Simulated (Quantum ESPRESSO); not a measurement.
# Magnetic state of VClO from several starts, part 2 of 2

Does VClO prefer parallel or opposed moments?

Quantum ESPRESSO 7.5; PBEsol with U = 3.2 eV on V d (ortho-atomic projectors); plane waves with GBRV 1.5 PBEsol potentials, no spin-orbit coupling.

So far, absolute magnetization (μB): step 2 (run 1, typed as ferro ++) 4.22.

## Step 3: Run 2, typed as antiferro +−

Contents of pw.in:

```
&CONTROL
  calculation = 'scf'
  prefix = 'pwscf'
  outdir = './tmp'
  pseudo_dir = './pseudo'
  disk_io = 'nowf'
/
&SYSTEM
  ibrav = 0
  nat = 6
  ntyp = 4
  ecutwfc = 40
  ecutrho = 280
  nbnd = 36
  occupations = 'smearing'
  smearing = 'fd'
  degauss = 0.00367493
  nspin = 2
  starting_magnetization(1) = 0.1538
  starting_magnetization(2) = -0.1538
  starting_magnetization(3) = 0
  starting_magnetization(4) = 0
/
&ELECTRONS
  conv_thr = 1.2d-08
  electron_maxstep = 150
  mixing_beta = 0.3
/
ATOMIC_SPECIES
V1     50.9415 v_pbesol_v1.4.uspp.F.UPF
V2     50.9415 v_pbesol_v1.4.uspp.F.UPF
Cl     35.4500 cl_pbesol_v1.4.uspp.F.UPF
O      15.9990 o_pbesol_v1.2.uspp.F.UPF
CELL_PARAMETERS angstrom
   3.3000000000    0.0000000000    0.0000000000
   0.0000000000    3.7800000000    0.0000000000
   0.0000000000    0.0000000000    7.9100000000
ATOMIC_POSITIONS crystal
V1      0.0000000000    0.5000000000    0.1148000000
V2      0.5000000000    0.0000000000    0.8852000000
Cl      0.5000000000    0.5000000000    0.3279000000
Cl      0.0000000000    0.0000000000    0.6721000000
O       0.5000000000    0.5000000000    0.9542000000
O       0.0000000000    0.0000000000    0.0458000000
K_POINTS automatic
6 6 6 0 0 0
HUBBARD {ortho-atomic}
U V1-3d 3.2000
U V2-3d 3.2000
```

Started as:

```
$ OMP_NUM_THREADS=1 mpirun -n 4 pw.x -nk 4 -in pw.in > pw.out
```

The log of the run:

```text
[banner, memory and clock lines left out]
Program PWSCF v.7.5 starts

     Message from routine setup:
     using ibrav=0 with symmetry is DISCOURAGED, use correct ibrav instead

     bravais-lattice index     =            0
     lattice parameter (alat)  =       6.2361  a.u.
     unit-cell volume          =     665.8537 (a.u.)^3
     number of atoms/cell      =            6
     number of atomic types    =            4
     number of electrons       =        52.00
     number of Kohn-Sham states=           36
     kinetic-energy cutoff     =      40.0000  Ry
     charge density cutoff     =     280.0000  Ry
     scf convergence threshold =      1.2E-08
     mixing beta               =       0.3000
     number of iterations used =            8  plain     mixing
     Exchange-correlation= SLA  PW   PSX  PSC
                           (   1   4  10   8   0   0   0)
     Hubbard projectors: ortho-atomic
     Hubbard parameters of DFT+U (Dudarev formulation) in eV:
     U(V1-3d) =  3.2000
     U(V2-3d) =  3.2000

     Internal variables: lda_plus_u =T, lda_plus_u_kind = 0

     Internal variables: orbital_resolved =F, hub_pot_fix =F, apply_U = F

     celldm(1)=   6.236096  celldm(2)=   0.000000  celldm(3)=   0.000000
     celldm(4)=   0.000000  celldm(5)=   0.000000  celldm(6)=   0.000000

     crystal axes: (cart. coord. in units of alat)
               a(1) = (   1.000000   0.000000   0.000000 )
               a(2) = (   0.000000   1.145455   0.000000 )
               a(3) = (   0.000000   0.000000   2.396970 )

     reciprocal axes: (cart. coord. in units 2 pi/alat)
               b(1) = (  1.000000  0.000000  0.000000 )
               b(2) = (  0.000000  0.873016  0.000000 )
               b(3) = (  0.000000  0.000000  0.417193 )

     PseudoPot. # 1 for V  read from file:
     v_pbesol_v1.4.uspp.F.UPF
     Pseudo is Ultrasoft + core correction, Zval = 13.0

     PseudoPot. # 2 for V  read from file:
     v_pbesol_v1.4.uspp.F.UPF
     Pseudo is Ultrasoft + core correction, Zval = 13.0

     PseudoPot. # 3 for Cl read from file:
     cl_pbesol_v1.4.uspp.F.UPF
     Pseudo is Ultrasoft + core correction, Zval =  7.0

     PseudoPot. # 4 for O  read from file:
     o_pbesol_v1.2.uspp.F.UPF
     Pseudo is Ultrasoft + core correction, Zval =  6.0

     atomic species   valence    mass     pseudopotential
     V1               13.00    50.94150     V ( 1.00)
     V2               13.00    50.94150     V ( 1.00)
     Cl                7.00    35.45000     Cl( 1.00)
     O                 6.00    15.99900     O ( 1.00)

     Starting magnetic structure
     atomic species   magnetization
     V1              0.154
     V2             -0.154
     Cl              0.000
     O               0.000

      4 Sym. Ops. (no inversion) found

   Cartesian axes

     site n.     atom                  positions (alat units)
         1        V1     tau(   1) = (   0.0000000   0.5727273   0.2751721  )
         2        V2     tau(   2) = (   0.5000000   0.0000000   2.1217976  )
         3        Cl     tau(   3) = (   0.5000000   0.5727273   0.7859664  )
         4        Cl     tau(   4) = (   0.0000000   0.0000000   1.6110033  )
         5        O      tau(   5) = (   0.5000000   0.5727273   2.2871885  )
         6        O      tau(   6) = (   0.0000000   0.0000000   0.1097812  )

     number of k points=    64  Fermi-Dirac smearing, width (Ry)=  0.0037
                       cart. coord. in units 2pi/alat
        k(    1) = (   0.0000000   0.0000000   0.0000000), wk =   0.0046296
        k(    2) = (   0.0000000   0.0000000   0.0695322), wk =   0.0092593
        k(    3) = (   0.0000000   0.0000000   0.1390645), wk =   0.0092593
        k(    4) = (   0.0000000   0.0000000  -0.2085967), wk =   0.0046296
        k(    5) = (   0.0000000   0.1455026   0.0000000), wk =   0.0092593
        [... 59 further k-points ...]

     Dense  grid:    52689 G-vectors     FFT dimensions: (  36,  40,  80)

     Smooth grid:    22757 G-vectors     FFT dimensions: (  25,  30,  64)

     Check: negative core charge=   -0.000002
     Generating pointlists ...
     new r_m :   0.2459 (alat units)  1.5335 (a.u.) for type    1
     new r_m :   0.2459 (alat units)  1.5335 (a.u.) for type    2
     new r_m :   0.2948 (alat units)  1.8387 (a.u.) for type    3
     new r_m :   0.2459 (alat units)  1.5335 (a.u.) for type    4

     Initial potential from superposition of free atoms

     starting charge      51.9977, renormalised to      52.0000

     negative rho (up, down):  1.558E-02 1.558E-02

     STARTING HUBBARD OCCUPATIONS:

     =================== HUBBARD OCCUPATIONS ===================
     ------------------------ ATOM    1 ------------------------
     Tr[ns(  1)] (up, down, total) =   3.00000  0.00000  3.00000
     Atomic magnetic moment for atom   1 =   3.00000
     [... lines left out ...]
     ------------------------ ATOM    2 ------------------------
     Tr[ns(  2)] (up, down, total) =   0.00000  3.00000  3.00000
     Atomic magnetic moment for atom   2 =  -3.00000
     [... lines left out ...]
     Number of occupied Hubbard levels =    6.0000

     Atomic wfc used for Hubbard projectors are orthogonalized

     Starting wfcs are   36 randomized atomic wfcs

     Self-consistent Calculation

     iteration #  1     ecut=    40.00 Ry     beta= 0.30
     Davidson diagonalization with overlap
     ethr =  1.00E-02,  avg # of iterations =  5.0

     =================== HUBBARD OCCUPATIONS ===================
     ------------------------ ATOM    1 ------------------------
     Tr[ns(  1)] (up, down, total) =   2.61291  0.45328  3.06619
     Atomic magnetic moment for atom   1 =   2.15964
     [... lines left out ...]
     ------------------------ ATOM    2 ------------------------
     Tr[ns(  2)] (up, down, total) =   0.45328  2.61159  3.06486
     Atomic magnetic moment for atom   2 =  -2.15831
     [... lines left out ...]
     Number of occupied Hubbard levels =    6.1310

     negative rho (up, down):  1.579E-02 1.579E-02

     total energy              =    -420.70237853 Ry
     estimated scf accuracy    <       1.14002545 Ry

     total magnetization       =     0.00 Bohr mag/cell
     absolute magnetization    =     4.55 Bohr mag/cell

     iteration #  2     ecut=    40.00 Ry     beta= 0.30
     Davidson diagonalization with overlap
     ethr =  2.19E-03,  avg # of iterations =  2.0

     negative rho (up, down):  1.585E-02 1.585E-02

     total energy              =    -420.97238230 Ry
     estimated scf accuracy    <       0.10952281 Ry

     total magnetization       =    -0.01 Bohr mag/cell
     absolute magnetization    =     4.40 Bohr mag/cell

     [... further iterations left out ...]

     iteration # 13     ecut=    40.00 Ry     beta= 0.30
     Davidson diagonalization with overlap
     ethr =  4.01E-10,  avg # of iterations =  2.0

     negative rho (up, down):  1.611E-02 1.611E-02

     total energy              =    -421.03056105 Ry
     estimated scf accuracy    <       0.00000003 Ry

     total magnetization       =    -0.00 Bohr mag/cell
     absolute magnetization    =     4.17 Bohr mag/cell

     iteration # 14     ecut=    40.00 Ry     beta= 0.30
     Davidson diagonalization with overlap
     ethr =  5.78E-11,  avg # of iterations =  2.2

     negative rho (up, down):  1.611E-02 1.611E-02

     Magnetic moment per site  (integrated on atomic sphere of radius R)
     atom   1 (R=0.246)  charge=  9.7170  magn=  1.5136
     atom   2 (R=0.246)  charge=  9.7170  magn= -1.5136
     atom   3 (R=0.295)  charge=  5.1501  magn= -0.0146
     atom   4 (R=0.295)  charge=  5.1501  magn=  0.0146
     atom   5 (R=0.246)  charge=  5.4753  magn=  0.0079
     atom   6 (R=0.246)  charge=  5.4753  magn= -0.0079

     End of self-consistent calculation

     =================== HUBBARD OCCUPATIONS ===================
     ------------------------ ATOM    1 ------------------------
     Tr[ns(  1)] (up, down, total) =   2.65662  0.67605  3.33267
     Atomic magnetic moment for atom   1 =   1.98057
     [... lines left out ...]
     ------------------------ ATOM    2 ------------------------
     Tr[ns(  2)] (up, down, total) =   0.67604  2.65661  3.33266
     Atomic magnetic moment for atom   2 =  -1.98057
     [... lines left out ...]
     Number of occupied Hubbard levels =    6.6653

     Number of k-points >= 100: set verbosity='high' to print the bands.

     the Fermi energy is     7.1394 ev

!    total energy              =    -421.03056109 Ry
     estimated scf accuracy    <          6.9E-09 Ry
     smearing contrib. (-TS)   =      -0.00000001 Ry
     internal energy E=F+TS    =    -421.03056107 Ry

     The total energy is F=E-TS. E is the sum of the following terms:
     one-electron contribution =    -379.17586876 Ry
     hartree contribution      =     207.60031436 Ry
     xc contribution           =     -72.14845434 Ry
     ewald contribution        =    -177.56304860 Ry
     Hubbard energy            =       0.25649627 Ry

     total magnetization       =     0.00 Bohr mag/cell
     absolute magnetization    =     4.17 Bohr mag/cell

     convergence has been achieved in  14 iterations
```

Wall time 64 s (4 MPI ranks of Arm Neoverse V2, shared host); peak memory 0.7 GiB; 4.2 min of CPU time.

Spin moment in the atom's sphere by atom:

```
atom  spin moment in the atom's sphere (μB)
  V1                                   1.51
  V2                                  -1.51
 Cl3                                  -0.01
 Cl4                                   0.01
  O5                                   0.01
  O6                                  -0.01
```

This step gave:

```
smearing term TS       : 1.53e-7 eV
magnetization          : 0 μB
absolute magnetization : 4.173 μB
final state            : antiferromagnetic
```

Spin density in the ac plane at fractional y = 0.000, with atoms of V and Cl and O within 0.2 Å of it.

Ten even steps from '_' (-2.1 e/Å³) to '@' (0.1 e/Å³), each cell a mean:
```
@@@@@@@@@@%%**==##@@@@@@@@@@
@@@@@@@@%%%%++__**%%%%@@@@@@
@@@@@@%%##==......==##%%@@@@
@@@@@@@@%%%%++__**%%%%@@@@@@
@@@@@@@@@@%%##++##@@@@@@@@@@
@@@@@@@@@@@@%%%%%%@@@@@@@@@@
@@@@@@@@@@@@@@@@@@@@@@@@@@@@
@@@@@@@@@@@@@@@@@@@@@@@@@@@@
@@@@@@@@@@@@@@@@@@@@@@@@@@@@
@@@@@@@@@@@@@@@@@@@@@@@@@@@@
@@@@@@@@@@@@@@@@@@@@@@@@@@@@
@@@@@@@@@@@@@@@@@@@@@@@@@@@@
@@@@@@@@@@@@@@@@@@@@@@@@@@@@
@@@@@@@@@@@@@@@@@@@@@@@@@@@@
@@@@@@@@@@@@@@@@@@@@@@@@@@@@
@@@@@@@@@@@@@@@@@@@@@@@@@@@@
@@@@@@@@@@@@@@@@@@@@@@@@@@@@
@@@@@@@@@@@@@@@@@@@@@@@@@@@@
@@@@@@@@@@@@@@@@@@@@@@@@@@@@
@@@@@@@@@@@@@@@@@@@@@@@@@@@@
@@@@@@@@@@@@@@@@@@@@@@@@@@@@
@@@@@@@@@@@@@@@@@@@@@@@@@@@@
@@@@@@@@@@@@@@@@@@@@@@@@@@@@
@@@@@@@@@@@@%%%%%%@@@@@@@@@@
```
Columns run along a (3.3 Å), rows up along c (7.9 Å). Atoms in or near the plane, at fractional coordinates: V at (0.50, 0.89), Cl at (0.00, 0.67), O at (0.00, 0.05).

Valence density in the ac plane at fractional y = 0.000, with atoms of V and Cl and O within 0.2 Å of it. It is the smooth field of the valence electrons, not physical close to the nuclei.

Values in e/Å³, 24 rows by 14 columns, each cell a mean:
```
 2  1  1  1  1  1  3  4  2  1  1  1  1  1
 0  0  0  1  2  5  9 10  8  4  1  0  0  0
 0  0  0  1  3  8 10  3 10  7  2  0  0  0
 0  0  0  0  1  4  9 11  8  3  1  0  0  0
 1  1  1  0  1  1  2  3  2  1  1  0  1  1
 1  1  1  1  0  0  0  0  0  0  1  1  1  1
 1  2  2  1  1  0  0  0  0  0  1  1  2  1
-1  1  2  1  1  0  0  0  0  0  1  1  2  0
 1  1  2  1  0  0  0  0  0  0  1  1  2  1
 2  1  1  1  0  0  0  0  0  0  0  1  1  1
 1  1  0  0  0  0  0  0  0  0  0  0  0  1
 0  0  0  0  0  0  0  0  0  0  0  0  0  0
 0  0  0  0  0  0  0  0  0  0  0  0  0  0
 0  0  0  0  0  0  0  0  0  0  0  0  0  0
 0  0  0  0  0  0  0  0  0  0  0  0  0  0
 0  0  0  0  0  0  0  0  0  0  0  0  0  0
 0  0  0  0  0  0  0  0  0  0  0  0  0  0
 0  0  0  0  0  0  0  0  0  0  0  0  0  0
 0  0  0  0  0  0  0  0  0  0  0  0  0  0
 0  0  0  0  0  0  0  0  0  0  0  0  0  0
 1  1  1  0  0  0  0  0  0  0  0  0  1  1
 5  4  2  1  0  0  0  0  0  0  0  1  2  4
 7  6  3  1  0  0  0  0  0  0  1  1  4  6
 6  5  2  1  0  0  0  0  0  0  1  1  3  5
```
Columns run along a (3.3 Å), rows up along c (7.9 Å). Atoms in or near the plane, at fractional coordinates: V at (0.50, 0.89), Cl at (0.00, 0.67), O at (0.00, 0.05).

## Step 4: Energies of the orders

An order is kept where moments of 0.15 μB or more survive with the typed signs; meshes match where a doubled cell samples the same k points as the first cell.

Orders:

```
       start        final state  typed order kept  energy over the lowest (meV a seeded atom)  largest site moment (μB)  net moment (μB a cell of the first run)  mesh matched  CPU time (s)
    ferro ++      ferromagnetic               yes                                           0                     1.538                                        4           yes         282.8
antiferro +-  antiferromagnetic               yes                                       15.69                     1.514                                        0           yes         253.7
```

## Step 5: Occupations of the corrected shells in the lowest state

Occupations of the Hubbard shells:

```
block  type  shell  spin  electrons             occupation numbers
    1     V     3d    up      2.675  0.144 0.270 0.281 0.989 0.991
    1     V     3d  down     0.6616  0.065 0.073 0.103 0.207 0.214
    2     V     3d    up      2.675  0.144 0.270 0.281 0.989 0.991
    2     V     3d  down     0.6616  0.065 0.073 0.103 0.207 0.214
```

## Step 6: Summary of results

```yaml
lowest_state_found: ferromagnetic (from ferro ++)
largest_site_moment: 1.54 μB
next_state_with_moments: antiferromagnetic, 15.7 meV a seeded atom higher
```

In words: This is the lowest of 2 collinear or spinless starts, no proof of the ground state.

[Logs and program files are shortened in this print: banners, set-up blocks, solver, clock and traceback lines can be left out without a mark of their own.]

[Logs are printed without paths, hosts, clocks, repeated set-up lines and the standing remarks that a program may print on its own settings, such as how far it seeks lower states.]

[Hosts, paths, dates, database ids (printed as entryN), source tags and the programs' standing remarks are cut or masked in the printed files.]

[Where a cell is said to come from a database of computed structures, the database is the Materials Project.]
